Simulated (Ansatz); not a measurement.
# Direct or indirect: SnSe2 (P-3m1)

```yaml
crystal:
  lattice:
    - [3.81100, 0.00000, 0.00000]
    - [-1.90550, 3.30042, 0.00000]
    - [0.00000, 0.00000, 6.13600]
  atoms:
    - { symbol: Sn, position: [0.00000, 0.00000, 0.00000] }
    - { symbol: Se, position: [0.66667, 0.33333, 0.75100] }
    - { symbol: Se, position: [0.33333, 0.66667, 0.24900] }
```

Method: Ansatz, PBE, independent particles, without spin-orbit coupling, line width 0.1 eV (Gaussian). The band structure gives a fundamental gap of 0.74 eV. The spectrum of vertical transitions near the edge:

```tsv
E (eV)	Im ε, E ∥ xy	Im ε, E ∥ z
0.30	0.00	0.00
0.42	0.00	0.00
0.54	0.00	0.00
0.66	0.00	0.00
0.78	0.00	0.00
0.90	0.00	0.00
1.02	0.00	0.06
1.14	0.02	0.44
1.26	0.46	1.10
1.38	1.62	2.79
1.50	2.36	6.12
1.62	2.98	9.19
1.74	3.76	10.13
1.86	4.51	10.17
1.98	5.16	9.99
2.10	5.83	9.53
2.22	6.31	8.90
2.34	7.00	8.44
2.46	7.29	7.07
```

(1) Is the gap direct or indirect, and about where do vertical transitions set in?

Answers

(1) Indirect, by the band path, whose least direct gap is 1.10 eV. The curves fit this: they stay near zero above 0.74 eV and rise only from about 1.1 eV, though a forbidden direct transition would look alike. Lines are broadened by 0.1 eV, which spreads the edge, and phonons, which would give weak absorption from the fundamental gap up, are left out.

[Logs are printed without paths, hosts, clocks, repeated set-up lines and the standing remarks that a program may print on its own settings, such as how far it seeks lower states.]
